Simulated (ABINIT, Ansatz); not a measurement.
## KCdF3 (Pm-3m): one start, several treatments of the self-energy

Aim: compare treatments of exchange, screening and correlation for the gap of KCdF3 (Pm-3m).

Program: ABINIT 10.8.3. Level of theory: LDA and many-body steps on it, plane waves. Results are calculated unless marked as measured.

## (1) Set-up

Symmetry: Pm-3m, No. 221, cubic system. Conventional cell: a = 4.382 Å, b = 4.382 Å, c = 4.382 Å, α = 90.00°, β = 90.00°, γ = 90.00°. Nearest to K lie 12 F at 3.10 Å. Cd has 6 F at 2.19 Å nearest. Nearest to F lie 2 Cd at 2.19 Å and 4 K at 3.10 Å. Farther neighbours and most contacts between anions are not listed.

The cell and positions are those that the Materials Project relaxed with its own functionals (PBE, PBE+U or r2SCAN), kept fixed.

## (2) Empty states on the mesh, 2×2×2 mesh, 177 bands

This step: ABINIT 10.8.3; DFT, LDA, plane waves, norm-conserving pseudopotentials.

The sums over transitions need many empty states on a uniform mesh; this step solves for them.

Contents of run.abi:

```
acell 3*1.0 Angstrom
rprim 
  4.382089020000 0.000000000000 0.000000000000
  0.000000000000 4.382089020000 0.000000000000
  0.000000000000 0.000000000000 4.382089020000
ntypat 3
znucl 19 48 9
natom 5
typat 1 2 3 3 3
xred 
  0.000000000000 0.000000000000 0.000000000000
  0.500000000000 0.500000000000 0.500000000000
  0.000000000000 0.500000000000 0.500000000000
  0.500000000000 0.000000000000 0.500000000000
  0.500000000000 0.500000000000 0.000000000000
pp_dirpath "pseudos"
pseudos "K.upf, Cd.upf, F.upf"
ecut 47
ngkpt 2 2 2
nshiftk 1
shiftk 0 0 0
kptopt 1
chksymbreak 0
iscf -2
irdden 1
istwfk *1
nband 177
nbdbuf 16
tolwfr 1e-09
nstep 60
prtvol 0
indata_prefix "in"
outdata_prefix "out"
tmpdata_prefix "tmp"
```

Command:

```console
OMP_NUM_THREADS=1 mpirun -n 4 abinit run.abi > log
```

Numbers of over 12 decimals in the logs are rounded to 6 here.

Output:

```text
.Version 10.8.3 of ABINIT. v10.8.2 released Aug 2026.

 Symmetries : space group Pm -3 m (#221); Bravais cP (primitive cubic)
[... echo of the input left out ...]
== DATASET  1 ==================================================================
-   mpi_nproc: 4, omp_nthreads: 1 (-1 if OMP is not activated)

--- !DatasetInfo
iteration_state: {dtset: 1, }
dimensions: {natom: 5, nkpt: 4, mband: 177, nsppol: 1, nspinor: 1, nspden: 1, mpw: 8778, }
cutoff_energies: {ecut:  47.0, pawecutdg:  -1.0, }
[...]
2.84603    2.84603    2.85364    2.85364    2.85364    2.90841    2.91020    2.91020
   2.91020    2.91273    2.91273    2.91273    2.93330    2.93338    2.95710    2.95710
   2.95712
 prteigrs : prtvol=0 or 1, do not print more k-points.

== END DATASET(S) ==============================================================
================================================================================

 -outvars: echo values of variables after computation  --------
            nband         177
             nkpt           4
          spgroup         221
 [... the other variables as echoed above ...]

 Calculation completed.
```

It took 2.1 min on 4 MPI ranks of Arm Neoverse N1, shared host; peak memory 0.47 GiB; 8.5 min of CPU time.

This step gave:

```
gap                                                           : 2.829 eV
k of the valence top                                          : 0.5, 0.5, 0.5
k of the conduction bottom                                    : 0, 0, 0
least direct gap                                              : 4.618 eV
k points computed                                             : 4
lowest point of the top converged band, above the valence top : 73.5546 eV
```

On this mesh the gap is 2.829 eV.

The density comes from a self-consistent run that is not shown.

## (3) Screening, 2×2×2 mesh, 80 bands, screening to 114.3 eV

The RPA dielectric matrix is built and inverted for each q.

This step: RPA screening on LDA, plane waves, norm-conserving pseudopotentials.

Edit run.abi of step 2 so:

```diff
@@ -23,10 +23,11 @@
 chksymbreak 0
-iscf -2
-irdden 1
 istwfk *1
-nband 177
-nbdbuf 16
-tolwfr 1e-09
-nstep 60
-prtvol 0
+occopt 1
+irdwfk 1
+optdriver 3
+nband 80
+ecuteps 4.2
+inclvkb 2
+awtr 1
+symchi 1
 indata_prefix "in"
```

Output:

```text
.Version 10.8.3 of ABINIT. v10.8.2 released Aug 2026.

 Symmetries : space group Pm -3 m (#221); Bravais cP (primitive cubic)
[... echo of the input left out ...]
== DATASET  1 ==================================================================
-   mpi_nproc: 4, omp_nthreads: 1 (-1 if OMP is not activated)

--- !DatasetInfo
iteration_state: {dtset: 1, }
dimensions: {natom: 5, nkpt: 4, mband: 80, nsppol: 1, nspinor: 1, nspden: 1, mpw: 8778, }
cutoff_energies: {ecut:  47.0, pawecutdg:  -1.0, }
electrons: {nelect:   5.00000000E+01, charge:   0.00000000E+00, occopt:   1.00000000E+00, tsmear:   1.00000000E-02, }

 SCREENING: Calculation of the susceptibility and dielectric matrices

 Based on a program developped by R.W. Godby, V. Olevano, G. Onida, and L. Reining.
 Incorporated in ABINIT by V. Olevano, G.-M. Rignanese, and M. Torrent.
.Using double precision arithmetic ; gwpc =  8

[... cell and pseudopotentials left out ...]
--------------------------------------------------------------------------------

 ==== K-mesh for the wavefunctions ====
 Number of points in the irreducible wedge :     4
[... list of points left out ...]
 Together with 48 symmetry operations and time-reversal symmetry
 yields     8 points in the full Brillouin Zone.

 ==== Q-mesh for the screening function ====
 Number of points in the irreducible wedge :     4
[... list of points left out ...]
 Together with 48 symmetry operations and time-reversal symmetry
 yields     8 points in the full Brillouin Zone.

 setmesh: FFT mesh size selected  =    36x   36x   36
          total number of points  =        46656

 vcoul_init : cutoff-mode = AUXILIARY_FUNCTION
 q-points for optical limit:   1
     1)      0.000010    0.000020    0.000030

- screening: taking advantage of time-reversal symmetry
- Maximum band index for partially occupied states nbvw = 25
- Remaining bands to be divided among processors   nbcw = 55
- Number of bands treated by each node ~13

 Number of electrons calculated from density =   50.0000; Expected =   50.0000
 average of density, n =  0.088050
 r_s =    1.3944
 omega_plasma =   28.6234 [eV]

 calculating chi0 at frequencies [eV] :
  1    0.000000E+00    0.000000E+00
  2    0.000000E+00    2.862335E+01

--------------------------------------------------------------------------------
  q-point number  1        q = ( 0.000000, 0.000000, 0.000000) [r.l.u.]
--------------------------------------------------------------------------------
[... chi0 elements left out ...]
 For q-point:  0.000010 0.000020 0.000030
  dielectric constant =   2.3045
  dielectric constant without local fields =   2.4362

  Average fulfillment of the sum rule on Im[epsilon] for q-point    1 :     31.79  [%]
[... wings left out ...]
  q-point number  2        q = ( 0.500000, 0.000000, 0.000000) [r.l.u.]
--------------------------------------------------------------------------------
[... chi0 elements left out ...]
  Average fulfillment of the sum rule on Im[epsilon] for q-point    2 :     39.24  [%]

 [... 2 further q-points ...]
```

Elapsed: 27 s, on 4 MPI ranks; peak memory 1.1 GiB.

This step gave:

| Property | Result |
| --- | --- |
| ε∞ with local fields, on this mesh, along the program's q direction | 2.304 |
| the same without local fields | 2.436 |
| plasma frequency | 28.62 eV |
| plane waves in the screening matrix | 251 |

Local fields lower ε∞ by 5 %. On a Γ-centred mesh this coarse the value itself is usually too large, while a short band sum pulls it down.

## (4) G0W0, Godby-Needs plasmon pole

The self-energy is evaluated for the states that the input lists, and the levels follow from it, in one-shot runs by the linearised quasiparticle equation.

This step: G0W0 on LDA, plane waves, norm-conserving pseudopotentials.

Edit run.abi of step 3 so:

```diff
@@ -26,8 +26,17 @@
 irdwfk 1
-optdriver 3
+optdriver 4
 nband 80
+gwcalctyp 0
+ecutsigx 47
+symsigma 1
+nkptgw 2
+kptgw 
+  0.5000000000 0.5000000000 0.5000000000
+  0.0000000000 0.0000000000 0.0000000000
+bdgw 
+  24 28
+  23 28
 ecuteps 4.2
-inclvkb 2
-awtr 1
-symchi 1
+irdscr 1
+ppmodel 1
 indata_prefix "in"
```

Output:

```text
.Version 10.8.3 of ABINIT. v10.8.2 released Aug 2026.

 Symmetries : space group Pm -3 m (#221); Bravais cP (primitive cubic)
[... echo of the input left out ...]
== DATASET  1 ==================================================================
-   mpi_nproc: 4, omp_nthreads: 1 (-1 if OMP is not activated)

--- !DatasetInfo
iteration_state: {dtset: 1, }
dimensions: {natom: 5, nkpt: 4, mband: 80, nsppol: 1, nspinor: 1, nspden: 1, mpw: 8778, }
cutoff_energies: {ecut:  47.0, pawecutdg:  -1.0, }
electrons: {nelect:   5.00000000E+01, charge:   0.00000000E+00, occopt:   1.00000000E+00, tsmear:   1.00000000E-02, }

 SIGMA: Calculation of the GW corrections

 Based on a program developped by R.W. Godby, V. Olevano, G. Onida, and L. Reining.
 Incorporated in ABINIT by V. Olevano, G.-M. Rignanese, and M. Torrent.
.Using double precision arithmetic ; gwpc =  8

[... cell and pseudopotentials left out ...]
--------------------------------------------------------------------------------

 ==== K-mesh for the wavefunctions ====
 Number of points in the irreducible wedge :     4
[... list of points left out ...]
 Together with 48 symmetry operations and time-reversal symmetry
 yields     8 points in the full Brillouin Zone.

 ==== Q-mesh for screening function ====
 Number of points in the irreducible wedge :     4
[... list of points left out ...]
 Together with 48 symmetry operations and time-reversal symmetry
 yields     8 points in the full Brillouin Zone.

 vcoul_init : cutoff-mode = AUXILIARY_FUNCTION
 q-points for optical limit:   1
     1)      0.000010    0.000020    0.000030
 setmesh: FFT mesh size selected  =    54x   54x   54
          total number of points  =       157464

 Number of electrons calculated from density =   50.0000; Expected =   50.0000
 average of density, n =  0.088050
 r_s =    1.3944
 omega_plasma =   28.6234 [eV]

 === KS Band Gaps ===
  >>>> For spin  1
   Minimum direct gap =   4.6176 [eV], located at k-point      :   0.0000  0.0000  0.0000
   Fundamental gap    =   2.8288 [eV], Top of valence bands at :   0.5000  0.5000  0.5000
                                       Bottom of conduction at :   0.0000  0.0000  0.0000
 SIGMA fundamental parameters:
 PLASMON POLE MODEL  1
 number of plane-waves for SigmaX                 8733
 number of plane-waves for SigmaC and W            251
 number of plane-waves for wavefunctions          8733
 number of bands                                    80
 number of independent spin polarizations            1
 number of spinorial components                      1
 number of k-points in IBZ                           4
 number of q-points in IBZ                           4
 number of symmetry operations                      48
 number of k-points in BZ                            8
 number of q-points in BZ                            8
 number of frequencies for dSigma/dE                 9
 frequency step for dSigma/dE [eV]                0.25
 number of omega for Sigma on real axis              0
 max omega for Sigma on real axis  [eV]           0.00
 zcut for avoiding poles [eV]                     0.10

 EPSILON^-1 parameters (SCR file):
 dimension of the eps^-1 matrix on file            251
 dimension of the eps^-1 matrix used               251
 number of plane-waves for wavefunctions          8733
 number of bands                                    80
 number of q-points in IBZ                           4
 number of frequencies                               2
 number of real frequencies                          1
 number of imag frequencies                          1

 matrix elements of self-energy operator (all in [eV])

 Perturbative Calculation

--- !SelfEnergy_ee
iteration_state: {dtset: 1, }
kpoint     : [   0.500,    0.500,    0.500, ]
spin       : 1
KS_gap     :    7.513
QP_gap     :   11.331
Delta_QP_KS:    3.819
data: !SigmaeeData |
     Band     E0 <VxcDFT>   SigX SigC(E0)      Z dSigC/dE  Sig(E)    E-E0       E
       24   1.503 -25.696 -32.242   4.923   0.815  -0.226 -27.019  -1.322   0.180
       25   1.503 -25.696 -32.242   4.923   0.815  -0.226 -27.019  -1.322   0.180
       26   9.015 -10.695  -5.052  -2.815   0.883  -0.133  -8.198   2.496  11.511
       27   9.015 -10.695  -5.052  -2.815   0.883  -0.133  -8.198   2.496  11.511
       28   9.015 -10.695  -5.052  -2.815   0.883  -0.133  -8.198   2.496  11.511

--- !SelfEnergy_ee
iteration_state: {dtset: 1, }
kpoint     : [   0.000,    0.000,    0.000, ]
spin       : 1
KS_gap     :    4.618
QP_gap     :    8.328
Delta_QP_KS:    3.710
data: !SigmaeeData |
     Band     E0 <VxcDFT>   SigX SigC(E0)      Z dSigC/dE  Sig(E)    E-E0       E
       23  -0.286 -21.815 -29.294   5.529   0.793  -0.262 -23.361  -1.546  -1.832
       24  -0.286 -21.815 -29.294   5.529   0.793  -0.262 -23.361  -1.546  -1.832
       25  -0.286 -21.815 -29.294   5.529   0.793  -0.262 -23.361  -1.546  -1.832
       26   4.331 -12.205  -7.019  -2.717   0.877  -0.140 -10.040   2.164   6.496
       27   9.542  -9.378  -3.862  -2.655   0.893  -0.120  -6.825   2.554  12.096
       28   9.542  -9.378  -3.862  -2.655   0.893  -0.120  -6.825   2.554  12.096

== END DATASET(S) ==============================================================
================================================================================

 -outvars: echo values of variables after computation  --------
           etotal      0.0000000000E+00
            nband          80
             nkpt           4
          spgroup         221
 [... the other variables as echoed above ...]

 Calculation completed.
```

It took 12 s on 4 MPI ranks; peak memory 1.1 GiB; 47 s of CPU time.

Numbers from this step:

- G0W0 gap on the points computed: 6.316 eV
- starting gap on the mesh: 2.829 eV
- k of the valence top: 0.5, 0.5, 0.5
- k of the conduction bottom: 0, 0, 0
- Z at the valence top: 0.815
- Z at the conduction bottom: 0.877
- least direct G0W0 gap on the computed points: 8.328 eV

The gap on the mesh goes from 2.83 eV to 6.32 eV, a correction of +3.49 eV.

## (5) G0W0, Hybertsen-Louie plasmon pole

Edit run.abi of step 4 so:

```diff
@@ -40,3 +40,3 @@
 irdscr 1
-ppmodel 1
+ppmodel 2
 indata_prefix "in"
```

Output:

```text
.Version 10.8.3 of ABINIT. v10.8.2 released Aug 2026.

 Symmetries : space group Pm -3 m (#221); Bravais cP (primitive cubic)
[... echo of the input left out ...]
== DATASET  1 ==================================================================
-   mpi_nproc: 4, omp_nthreads: 1 (-1 if OMP is not activated)

--- !DatasetInfo
iteration_state: {dtset: 1, }
dimensions: {natom: 5, nkpt: 4, mband: 80, nsppol: 1, nspinor: 1, nspden: 1, mpw: 8778, }
cutoff_energies: {ecut:  47.0, pawecutdg:  -1.0, }
electrons: {nelect:   5.00000000E+01, charge:   0.00000000E+00, occopt:   1.00000000E+00, tsmear:   1.00000000E-02, }

 SIGMA: Calculation of the GW corrections

 Based on a program developped by R.W. Godby, V. Olevano, G. Onida, and L. Reining.
 Incorporated in ABINIT by V. Olevano, G.-M. Rignanese, and M. Torrent.
.Using double precision arithmetic ; gwpc =  8

[... cell and pseudopotentials left out ...]
--------------------------------------------------------------------------------

 ==== K-mesh for the wavefunctions ====
 Number of points in the irreducible wedge :     4
[... list of points left out ...]
 Together with 48 symmetry operations and time-reversal symmetry
 yields     8 points in the full Brillouin Zone.

 ==== Q-mesh for screening function ====
 Number of points in the irreducible wedge :     4
[... list of points left out ...]
 Together with 48 symmetry operations and time-reversal symmetry
 yields     8 points in the full Brillouin Zone.

 vcoul_init : cutoff-mode = AUXILIARY_FUNCTION
 q-points for optical limit:   1
     1)      0.000010    0.000020    0.000030
 setmesh: FFT mesh size selected  =    54x   54x   54
          total number of points  =       157464

 Number of electrons calculated from density =   50.0000; Expected =   50.0000
[...]
number of omega for Sigma on real axis              0
 max omega for Sigma on real axis  [eV]           0.00
 zcut for avoiding poles [eV]                     0.10

 EPSILON^-1 parameters (SCR file):
 dimension of the eps^-1 matrix on file            251
 dimension of the eps^-1 matrix used               251
 number of plane-waves for wavefunctions          8733
 number of bands                                    80
 number of q-points in IBZ                           4
 number of frequencies                               2
 number of real frequencies                          1
 number of imag frequencies                          1

 matrix elements of self-energy operator (all in [eV])

 Perturbative Calculation

--- !SelfEnergy_ee
iteration_state: {dtset: 1, }
kpoint     : [   0.500,    0.500,    0.500, ]
spin       : 1
KS_gap     :    7.513
QP_gap     :   11.758
Delta_QP_KS:    4.245
data: !SigmaeeData |
     Band     E0 <VxcDFT>   SigX SigC(E0)      Z dSigC/dE  Sig(E)    E-E0       E
       24   1.503 -25.696 -32.242   4.514   0.896  -0.117 -27.516  -1.819  -0.317
       25   1.503 -25.696 -32.242   4.514   0.896  -0.117 -27.516  -1.819  -0.317
       26   9.015 -10.695  -5.052  -3.015   0.923  -0.083  -8.269   2.426  11.441
[...]
--- !SelfEnergy_ee
iteration_state: {dtset: 1, }
kpoint     : [   0.000,    0.000,    0.000, ]
spin       : 1
KS_gap     :    4.618
QP_gap     :    8.951
Delta_QP_KS:    4.334
data: !SigmaeeData |
     Band     E0 <VxcDFT>   SigX SigC(E0)      Z dSigC/dE  Sig(E)    E-E0       E
[...]
27   9.542  -9.378  -3.862  -2.855   0.927  -0.078  -6.911   2.467  12.010
       28   9.542  -9.378  -3.862  -2.855   0.927  -0.078  -6.911   2.467  12.010

== END DATASET(S) ==============================================================
================================================================================

 -outvars: echo values of variables after computation  --------
           etotal      0.0000000000E+00
            nband          80
             nkpt           4
          spgroup         221
 [... the other variables as echoed above ...]

 Calculation completed.
```

Run time: 12 s. Hardware: 4 MPI ranks; peak memory 1.1 GiB; 46 s of CPU time.

Numbers from this step:

```
G0W0 gap on the points computed              : 6.636 eV
starting gap on the mesh                     : 2.829 eV
k of the valence top                         : 0.5, 0.5, 0.5
k of the conduction bottom                   : 0, 0, 0
Z at the valence top                         : 0.896
Z at the conduction bottom                   : 0.92
least direct G0W0 gap on the computed points : 8.951 eV
```

Against G0W0 in ABINIT (2×2×2 mesh, 80 bands, screening to 114.3 eV, Godby-Needs plasmon pole), the gap moves by +0.320 eV.

## (6) G0W0, von der Linden-Horsch plasmon pole

Edit run.abi of step 5 so:

```diff
@@ -40,3 +40,3 @@
 irdscr 1
-ppmodel 2
+ppmodel 3
 indata_prefix "in"
```

Output:

```text
.Version 10.8.3 of ABINIT. v10.8.2 released Aug 2026.

 Symmetries : space group Pm -3 m (#221); Bravais cP (primitive cubic)
[... echo of the input left out ...]
== DATASET  1 ==================================================================
-   mpi_nproc: 4, omp_nthreads: 1 (-1 if OMP is not activated)

--- !DatasetInfo
iteration_state: {dtset: 1, }
dimensions: {natom: 5, nkpt: 4, mband: 80, nsppol: 1, nspinor: 1, nspden: 1, mpw: 8778, }
cutoff_energies: {ecut:  47.0, pawecutdg:  -1.0, }
[...]
Band     E0 <VxcDFT>   SigX SigC(E0)      Z dSigC/dE  Sig(E)    E-E0       E
[...]
27   9.542  -9.378  -3.862  -2.804   0.942  -0.061  -6.822   2.556  12.098
       28   9.542  -9.378  -3.862  -2.804   0.942  -0.061  -6.822   2.556  12.098

== END DATASET(S) ==============================================================
================================================================================

 -outvars: echo values of variables after computation  --------
           etotal      0.0000000000E+00
            nband          80
             nkpt           4
          spgroup         221
 [... the other variables as echoed above ...]

 Calculation completed.
```

It took 9 s on 4 MPI ranks; peak memory 1 GiB.

This step gave:

```
G0W0 gap on the points computed              : 6.233 eV
starting gap on the mesh                     : 2.829 eV
k of the valence top                         : 0.5, 0.5, 0.5
k of the conduction bottom                   : 0, 0, 0
least direct G0W0 gap on the computed points : 8.502 eV
```

Against G0W0 in ABINIT (2×2×2 mesh, 80 bands, screening to 114.3 eV, Godby-Needs plasmon pole), the gap moves by −0.083 eV.

(Part 1 of 2 ends here.)

[Paths, hosts, dates, memory and timing lines, banners, echoed tables and standing remarks are left out of the program output.]

[Logs are printed without paths, hosts, clocks, repeated set-up lines and the standing remarks that a program may print on its own settings, such as how far it seeks lower states.]

[Runs of the session that timed out or met a known fault of the program may be left out.]

[Hosts, paths, dates, database ids (printed as entryN), source tags and the programs' standing remarks are cut or masked in the printed files.]

[G0W0 gaps are taken among the corrected bands and points alone; a level outside them can change the order at an edge.]

[Where Ansatz stands beside ABINIT at settings called matched, ABINIT's density can come from a denser mesh and the files from another edition; pairs whose starting gaps differed by over 0.03 eV were left out, so agreement reads better than it is.]
